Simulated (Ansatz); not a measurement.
**Band gap of TiO2 (C2/c) from density functionals to GW**

Aim: the gap of TiO2 (C2/c) at several levels of theory on one structure, with the time that each takes.

Main program and level: Ansatz 0.2.0; density functionals, hybrids and G0W0, plane waves, PAW.

Most raw output is cut from this account.

In doubt: masses and optical values from hybrid runs of this build are listed as unsure (step 7), which bears on the screening that GW takes from such a start.

**1. The starting structure**

It takes space group C2/c (No. 15, monoclinic). Conventional cell: a = 5.412 Å, b = 5.413 Å, c = 5.472 Å, α = 90.00°, β = 118.77°, γ = 90.00°. Ti has 6 O at 1.93 to 2.00 Å nearest. Nearest to O lie 3 Ti at 1.93 to 2.00 Å. Farther neighbours and most contacts between anions are not listed.

The cell and positions are those that the Materials Project relaxed with its own functionals (PBE, PBE+U or r2SCAN), kept fixed. This is not the form that TiO2 usually takes at ambient conditions.

The logs state that the PAW files were generated under PBE.

**2. LDA on the 6×6×6 mesh**

Levels along a band path and on the mesh show where this functional puts the band edges.

This step: DFT, LDA, plane waves, PAW; PAW set soft_1.

input.yaml

```yaml
crystal:
  lattice:
    - [2.706034, -2.706655, 0.0]
    - [2.706034, 2.706655, 0.0]
    - [-2.633531, 0.0, 4.796637]
  atoms:
    - { symbol: Ti, position: [0.13411, 0.86589, 0.25] }
    - { symbol: Ti, position: [0.86589, 0.13411, 0.75] }
    - { symbol: O, position: [0.331221, 0.088755, 0.667149] }
    - { symbol: O, position: [0.668779, 0.911245, 0.332851] }
    - { symbol: O, position: [0.911245, 0.668779, 0.832851] }
    - { symbol: O, position: [0.088755, 0.331221, 0.167149] }
kpoints:
  mp_grid: { grid: [6, 6, 6] }
  band_path:
    path:
      - [[0.0, 0.0, 0.0], [0.0, 0.0, 0.5], [-0.42056841, 0.42056841, 0.5]]
      - [[-0.57943159, -0.42056841, 0.5], [-0.5, -0.5, 0.5], [0.0, 0.0, 0.0], [-0.5, 0.5, 0.0]]
      - [[-0.5, 0.0, 0.5], [0.0, 0.0, 0.0], [-0.5, 0.0, 0.0]]
    npoints: 10
hamiltonian:
  xc: lda
  pseudopotentials: { kind: paw, azcp: { folder: soft_1 }, xc_functional: pbe }
scf:
  occupations: { method: fermi_dirac, width: 0.02 }
  n_extra_bands: 6
output:
  eigenvalues: true
  write_density: true
  write_potential: true
  elf: true
  volumetric_format: npy
```

The run is started by

```
> ansatz run input.yaml --threads 3 --pin off --max-ram 92160MiB --backend cuda --events-out ev --progress --plain --runs-dir out --devices 1 --max-vram 13GiB
```

Elapsed: 14 s, on 1 × NVIDIA H100 80GB HBM3 (shared by 6 runs) with 3 threads of AMD EPYC 7R13 (Zen 3), shared host; peak memory 0.94 GiB; 11 s of CPU time.

This step gave:

```yaml
filled_bands: 24
gap: 1.938 eV
valence_top_at: k = (-0.450, 0.450, 0.000)
conduction_bottom_at: Γ
least_direct_gap: 2.305 eV
```

Over mesh and path the gap is 1.938 eV, from k = (-0.450, 0.450, 0.000) to k = Γ. The least direct gap found is 2.305 eV, at k = (0.000, 0.000, 0.250). On the 6×6×6 mesh alone the same run gives 1.977 eV, so that mesh misses an edge of LDA: 1.977 − 1.938 = +0.039 eV.

**3. r2SCAN on the 6×6×6 mesh**

r2SCAN is a meta-GGA: it depends on the kinetic-energy density as well as on the density and its gradient.

This step: DFT, r2SCAN, plane waves, PAW; PAW set soft_1.

input.yaml

```yaml
crystal:
  lattice:
    - [2.706034, -2.706655, 0.0]
    - [2.706034, 2.706655, 0.0]
    - [-2.633531, 0.0, 4.796637]
  atoms:
    - { symbol: Ti, position: [0.13411, 0.86589, 0.25] }
    - { symbol: Ti, position: [0.86589, 0.13411, 0.75] }
    - { symbol: O, position: [0.331221, 0.088755, 0.667149] }
    - { symbol: O, position: [0.668779, 0.911245, 0.332851] }
    - { symbol: O, position: [0.911245, 0.668779, 0.832851] }
    - { symbol: O, position: [0.088755, 0.331221, 0.167149] }
kpoints:
  mp_grid: { grid: [6, 6, 6] }
  band_path:
    path:
      - [0.0, 0.0, 0.0]
      - [0.0, 0.0, 0.5]
      - [-0.42056841, 0.42056841, 0.5]
      - [-0.57943159, -0.42056841, 0.5]
      - [-0.5, -0.5, 0.5]
      - [-0.5, 0.5, 0.0]
      - [-0.5, 0.0, 0.5]
      - [-0.5, 0.0, 0.0]
      - [-0.45, 0.45, 0.0]
      - [0.0, 0.0, 0.25]
    npoints: 1
hamiltonian:
  xc: r2scan
  pseudopotentials: { kind: paw, azcp: { folder: soft_1 } }
scf:
  occupations: { method: fixed }
  n_extra_bands: 6
output:
  eigenvalues: true
```

It took 8.8 s on 1 × NVIDIA H100 80GB HBM3 (shared by 6 runs) with 3 threads; peak memory 0.97 GiB; 7.7 s of CPU time.

Numbers from this step:

```yaml
gap: 2.410 eV
valence_top_at: k = (-0.450, 0.450, 0.000)
conduction_bottom_at: Γ
least_direct_gap: 2.782 eV
```

Over mesh and listed points the gap is 2.410 eV, from k = (-0.450, 0.450, 0.000) to k = Γ. The least direct gap found is 2.782 eV, at k = (0.000, 0.000, 0.250). On the 6×6×6 mesh alone the same run gives 2.445 eV, so that mesh misses an edge of r2SCAN: 2.445 − 2.410 = +0.035 eV. r2SCAN against LDA: 2.410 − 1.938 = +0.472 eV. The runs also differ in plane-wave cutoff (420 eV and 500 eV), so how much of this comes from the functional alone is not known.

**4. HSE06 on the 4×4×4 mesh**

HSE06 mixes in a quarter of exact exchange at short range.

This step: DFT, HSE06, plane waves, PAW; PAW set soft_1.

Edit input.yaml of step 3 so:

```diff
@@ -13,3 +13,3 @@
 kpoints:
-  mp_grid: { grid: [6, 6, 6] }
+  mp_grid: { grid: [4, 4, 4] }
   band_path:
@@ -28,3 +28,3 @@
 hamiltonian:
-  xc: r2scan
+  xc: hse06
   pseudopotentials: { kind: paw, azcp: { folder: soft_1 } }
@@ -35 +35,5 @@
   eigenvalues: true
+  write_density: true
+  write_potential: true
+  elf: true
+  volumetric_format: npy
```

The job ended after 25 s (1 × NVIDIA H100 80GB HBM3 (shared by 6 runs) with 3 threads; peak memory 1.3 GiB).

This step gave:

```yaml
gap: 3.507 eV
valence_top_at: k = (-0.450, 0.450, 0.000)
conduction_bottom_at: Γ
least_direct_gap: 3.892 eV
exact_exchange_fraction: 0.25
```

Over mesh and listed points the gap is 3.507 eV, from k = (-0.450, 0.450, 0.000) to k = Γ. The least direct gap found is 3.892 eV, at k = (0.000, 0.000, 0.250). On the 4×4×4 mesh alone the same run gives 3.544 eV, so that mesh misses an edge of HSE06: 3.544 − 3.507 = +0.037 eV. HSE06 against LDA: 3.507 − 1.938 = +1.569 eV. The runs also differ in mesh (6×6×6 and 4×4×4), so how much of this comes from the functional alone is not known.

**5. PBE0 on the 4×4×4 mesh**

PBE0 mixes in a quarter of exact exchange at all distances.

This step: DFT, PBE0, plane waves, PAW; PAW set soft_1.

Edit input.yaml of step 4 so:

```diff
@@ -28,3 +28,3 @@
 hamiltonian:
-  xc: hse06
+  xc: pbe0
   pseudopotentials: { kind: paw, azcp: { folder: soft_1 } }
@@ -35,5 +35 @@
   eigenvalues: true
-  write_density: true
-  write_potential: true
-  elf: true
-  volumetric_format: npy
```

It took 31 s on 1 × NVIDIA H100 80GB HBM3 (shared by 6 runs) with 3 threads; peak memory 1.3 GiB.

Numbers from this step:

```
gap                     : 4.252 eV
valence top at          : k = (-0.450, 0.450, 0.000)
conduction bottom at    : Γ
least direct gap        : 4.632 eV
exact-exchange fraction : 0.25
```

Over mesh and listed points the gap is 4.252 eV, from k = (-0.450, 0.450, 0.000) to k = Γ. The least direct gap found is 4.632 eV, at k = (0.000, 0.000, 0.250). On the 4×4×4 mesh alone the same run gives 4.290 eV, so that mesh misses an edge of PBE0: 4.290 − 4.252 = +0.038 eV. PBE0 against HSE06: 4.252 − 3.507 = +0.745 eV, with the same mesh, files and cutoff, and both edges at the same k points.

**6. G0W0@LDA, 6×6×4 mesh, 556 empty bands, screening to 230 eV, PAW set soft_1 files**

G0W0 replaces the xc potential by a self-energy built once from the orbitals of the start. Levels are corrected in the window of bands that the input names, at points of the mesh.

This step: G0W0 on LDA, plane waves, PAW; PAW set soft_1.

input.yaml

```yaml
crystal:
  lattice:
    - [2.706034, -2.706655, 0.0]
    - [2.706034, 2.706655, 0.0]
    - [-2.633531, 0.0, 4.796637]
  atoms:
    - { symbol: Ti, position: [0.13411, 0.86589, 0.25] }
    - { symbol: Ti, position: [0.86589, 0.13411, 0.75] }
    - { symbol: O, position: [0.331221, 0.088755, 0.667149] }
    - { symbol: O, position: [0.668779, 0.911245, 0.332851] }
    - { symbol: O, position: [0.911245, 0.668779, 0.832851] }
    - { symbol: O, position: [0.088755, 0.331221, 0.167149] }
kpoints:
  mp_grid: { grid: [6, 6, 4] }
hamiltonian:
  xc: lda
  pseudopotentials: { kind: paw, azcp: { folder: soft_1 }, xc_functional: pbe }
scf:
  occupations: { method: fixed }
gw:
  n_empty_bands: 556
  ecut_chi: 230.0
  qp_bands: [v2, c2]
  qp_kpoints: band_edges
  screening: { model: contour_deformation }
```

Elapsed: 6.3 min, on 1 × NVIDIA H100 80GB HBM3 (shared by 6 runs) with 3 threads; peak memory 3.8 GiB; 12 min of CPU time.

Numbers from this step:

```
bands summed                                    : 580
RPA ε∞ on this mesh (eigenvalues)               : 6.129, 6.830, 7.025
plane waves in the screening matrix             : 563
G0W0 gap over the corrected points              : 3.574 eV
k of the valence top                            : -0.5, -0.5, 0
k of the conduction bottom                      : 0, 0, 0
starting gap on the mesh                        : 1.977 eV
Z at the valence top                            : 0.6965
Z at the conduction bottom                      : 0.7224
least direct G0W0 gap over the corrected points : 3.926 eV
```

Over 39 of 47 irreducible mesh points the G0W0 gap is 3.574 eV, from k = (-0.500, -0.500, 0.000) to k = Γ. The LDA gap of this run on the mesh is 1.977 eV. The two states that bound the G0W0 gap lie that far apart at the start, so the correction of the gap is 3.574 − 1.977 = +1.597 eV.

**7. G0W0@HSE06, 6×6×4 mesh, 258 empty bands, screening to 138 eV, PAW set soft_1 files**

This step: G0W0 on HSE06, plane waves, PAW; PAW set soft_1.

Edit input.yaml of step 6 so:

```diff
@@ -15,4 +15,4 @@
 hamiltonian:
-  xc: lda
-  pseudopotentials: { kind: paw, azcp: { folder: soft_1 }, xc_functional: pbe }
+  xc: hse06
+  pseudopotentials: { kind: paw, azcp: { folder: soft_1 } }
 scf:
@@ -20,4 +20,4 @@
 gw:
-  n_empty_bands: 556
-  ecut_chi: 230.0
+  n_empty_bands: 258
+  ecut_chi: 138
   qp_bands: [v2, c2]
```

Run time: 3.9 min. Hardware: 1 × NVIDIA H100 80GB HBM3 (shared by 6 runs) with 3 threads; peak memory 2.4 GiB.

Numbers from this step:

* bands summed: 282
* RPA ε∞ on this mesh (eigenvalues): 4.355, 4.672, 4.789
* plane waves in the screening matrix: 269
* G0W0 gap over the corrected points: 3.839 eV
* k of the valence top: -0.5, -0.5, 0
* k of the conduction bottom: 0, 0, 0
* starting gap on the mesh: 3.545 eV
* Z at the valence top: 0.7507
* Z at the conduction bottom: 0.7680
* least direct G0W0 gap over the corrected points: 4.207 eV

Over 35 of 47 irreducible mesh points the G0W0 gap is 3.839 eV, from k = (-0.500, -0.500, 0.000) to k = Γ. The HSE06 gap of this run on the mesh is 3.545 eV. The two states that bound the G0W0 gap lie that far apart at the start, so the correction of the gap is 3.839 − 3.545 = +0.294 eV. G0W0@HSE06 against G0W0@LDA with 282 bands (a further run, in the table below): 3.839 − 3.529 = +0.310 eV, with the same mesh, files and cutoffs, and both edges at the same k points.

**8. G0W0@r2SCAN, 6×6×4 mesh, 258 empty bands, screening to 138 eV, PAW set soft_1 files**

This step: G0W0 on r2SCAN, plane waves, PAW; PAW set soft_1.

Edit input.yaml of step 7 so:

```diff
@@ -15,3 +15,3 @@
 hamiltonian:
-  xc: hse06
+  xc: r2scan
   pseudopotentials: { kind: paw, azcp: { folder: soft_1 } }
```

The job ended after 3.1 min (1 × NVIDIA H100 80GB HBM3 (shared by 6 runs) with 3 threads; peak memory 2 GiB; 5.5 min of CPU time).

This step gave:

- bands summed: 282
- RPA ε∞ on this mesh (eigenvalues): 5.342, 5.862, 6.024
- plane waves in the screening matrix: 269
- G0W0 gap over the corrected points: 3.456 eV
- k of the valence top: -0.5, -0.5, 0
- k of the conduction bottom: 0, 0, 0
- starting gap on the mesh: 2.445 eV
- Z at the valence top: 0.7160
- Z at the conduction bottom: 0.7332
- least direct G0W0 gap over the corrected points: 3.809 eV

Over 39 of 47 irreducible mesh points the G0W0 gap is 3.456 eV, from k = (-0.500, -0.500, 0.000) to k = Γ. The r2SCAN gap of this run on the mesh is 2.445 eV. The two states that bound the G0W0 gap lie that far apart at the start, so the correction of the gap is 3.456 − 2.445 = +1.011 eV. G0W0@r2SCAN against G0W0@HSE06 with 282 bands: 3.456 − 3.839 = −0.383 eV. The runs also differ in plane-wave cutoff (420 eV and 500 eV), so how much of this comes from the start alone is not known.

**9. All levels together**

Each gap is the least one over the points named; times are wall times on shared hosts, not benchmarks. A G0W0 time includes the run's own self-consistent start. Runs with listed points see these and the mesh alone, so an edge that moves elsewhere is missed. Rows marked * are further runs, not shown as steps, whose inputs differ from the G0W0 step on the same start in the columns given; solver thresholds can differ too.

```tsv
level	mesh	files, cutoff	bands summed, screening	points	gap (eV)	valence top	conduction bottom	least direct gap (eV)	time
LDA	6×6×6	soft_1 PAW, 420 eV	-	mesh and path	1.938	(-0.450, 0.450, 0.000)	Γ	2.305	14 s
r2SCAN	6×6×6	soft_1 PAW, 500 eV	-	mesh and listed points	2.410	(-0.450, 0.450, 0.000)	Γ	2.782	8.8 s
HSE06	4×4×4	soft_1 PAW, 420 eV	-	mesh and listed points	3.507	(-0.450, 0.450, 0.000)	Γ	3.892	25 s
PBE0	4×4×4	soft_1 PAW, 420 eV	-	mesh and listed points	4.252	(-0.450, 0.450, 0.000)	Γ	4.632	31 s
G0W0@LDA*	6×6×4	soft_1 PAW, 420 eV	115, 69 eV	39 of 47 irreducible mesh points	3.606	(-0.500, -0.500, 0.000)	Γ	3.942	50 s
G0W0@LDA*	6×6×4	soft_1 PAW, 420 eV	282, 138 eV	39 of 47 irreducible mesh points	3.529	(-0.500, -0.500, 0.000)	Γ	3.877	70 s
G0W0@LDA	6×6×4	soft_1 PAW, 420 eV	580, 230 eV	39 of 47 irreducible mesh points	3.574	(-0.500, -0.500, 0.000)	Γ	3.926	6.3 min
G0W0@LDA*	4×4×4	soft_1 PAW, 420 eV	282, 138 eV	18 of 24 irreducible mesh points	3.523	(-0.500, -0.500, 0.000)	Γ	3.875	22 s
G0W0@HSE06	6×6×4	soft_1 PAW, 420 eV	282, 138 eV	35 of 47 irreducible mesh points	3.839	(-0.500, -0.500, 0.000)	Γ	4.207	3.9 min
G0W0@r2SCAN	6×6×4	soft_1 PAW, 500 eV	282, 138 eV	39 of 47 irreducible mesh points	3.456	(-0.500, -0.500, 0.000)	Γ	3.809	3.1 min
```

**10. Results**

| Quantity | Value |
| --- | --- |
| LDA, over mesh and path | 1.938 eV |
| r2SCAN, over mesh and listed points | 2.410 eV |
| HSE06, over mesh and listed points | 3.507 eV |
| PBE0, over mesh and listed points | 4.252 eV |
| G0W0@LDA (580 bands, 6×6×4), over 39 of 47 irreducible mesh points | 3.574 eV |
| G0W0@HSE06, over 35 of 47 irreducible mesh points | 3.839 eV |
| G0W0@r2SCAN, over 39 of 47 irreducible mesh points | 3.456 eV |
| known limits | finite bands, screening cutoff and k mesh; no spin-orbit coupling in G0W0 |

What this shows: The rows run from 1.938 eV (LDA) to 4.252 eV (PBE0). They differ in mesh, plane-wave cutoff, bands and screening cutoff of G0W0 and the points over which the gap was sought as well as in level, so only pairs that share these are like for like. PBE0 against HSE06: 4.252 − 3.507 = +0.745 eV, with the same mesh, files and cutoff, and both edges at the same k points. G0W0@HSE06 against G0W0@LDA with 282 bands: 3.839 − 3.529 = +0.310 eV, with the same mesh, files and cutoffs, and both edges at the same k points. G0W0@LDA (580 bands, 6×6×4) moves the gap of its own start on the mesh by 3.574 − 1.977 = +1.597 eV, between the same two levels. Over mesh and path, LDA puts the valence top at k = (-0.450, 0.450, 0.000), where no G0W0 correction was computed. The G0W0 gap over the whole zone is therefore not known from this run; at its settings it can only be equal to or under the 3.574 eV found, and no correction is carried over from another point. For the start itself the gap is 1.938 eV over mesh and path and 1.977 eV on the mesh of the G0W0 run, in runs that differ in mesh (6×6×6 and 6×6×4). G0W0@HSE06 moves the gap of its own start on the mesh by 3.839 − 3.545 = +0.294 eV, between the same two levels. Over mesh and listed points, HSE06 puts the valence top at k = (-0.450, 0.450, 0.000), where no G0W0 correction was computed. The G0W0 gap over the whole zone is therefore not known from this run; at its settings it can only be equal to or under the 3.839 eV found, and no correction is carried over from another point. For the start itself the gap is 3.507 eV over mesh and listed points and 3.545 eV on the mesh of the G0W0 run, in runs that differ in mesh (4×4×4 and 6×6×4). G0W0@r2SCAN moves the gap of its own start on the mesh by 3.456 − 2.445 = +1.011 eV, between the same two levels. Over mesh and listed points, r2SCAN puts the valence top at k = (-0.450, 0.450, 0.000), where no G0W0 correction was computed. The G0W0 gap over the whole zone is therefore not known from this run; at its settings it can only be equal to or under the 3.456 eV found, and no correction is carried over from another point. For the start itself the gap is 2.410 eV over mesh and listed points and 2.445 eV on the mesh of the G0W0 run, in runs that differ in mesh (6×6×6 and 6×6×4). For G0W0@LDA: from 115 bands and 69 eV to 580 bands and 230 eV the gap moves by 3.574 − 3.606 = −0.032 eV (rung by rung 3.606, 3.529, 3.574 eV); bands and screening cutoff rise together, so their parts are not told apart. The gap turns back along the series (3.606, 3.529, 3.574 eV), so no line is drawn and the limit is not known. The other G0W0 rows are shown at one basis each (282 bands), so their distance from the limit is not known here. With the 4×4×4 mesh in place of the 6×6×4 mesh and all else as in the G0W0@LDA row with 282 bands, the gap differs by 3.523 − 3.529 = −0.006 eV, and that of the start by 1.974 − 1.977 = −0.003 eV. The G0W0 runs are scalar-relativistic. G0W0@LDA runs of this series with other atomic data on the same mesh, not shown as steps, give 3.531 eV (hard PAW, 930 eV, 282 bands, screening to 138 eV; the table's row with the same empty bands and screening cutoff has 3.529 eV); where bands and cutoffs differ too, the part of the files is not isolated.

[Paths, hosts, dates, memory and timing lines, banners, echoed tables and standing remarks are left out of the program output.]

[Logs are printed without paths, hosts, clocks, repeated set-up lines and the standing remarks that a program may print on its own settings, such as how far it seeks lower states.]

[Runs of the session that timed out or met a known fault of the program may be left out.]

[Cells called generated may have been cut or substituted from an entry of the Crystallography Open Database or the Materials Project.]

[Hosts, paths, dates, database ids (printed as entryN), source tags and the programs' standing remarks are cut or masked in the printed files.]

[Where an RPA ε∞ is given, it is that of the G0W0 mesh and is not shown converged in it. Names of k-points follow the symmetry that the program found, which can be lower than the space group named. Band edges on a path are those of the sampled points; other points can move an edge, and change direct to indirect where valleys lie close.]

[Hybrid gaps are those of their k-mesh and are not shown converged in it.]
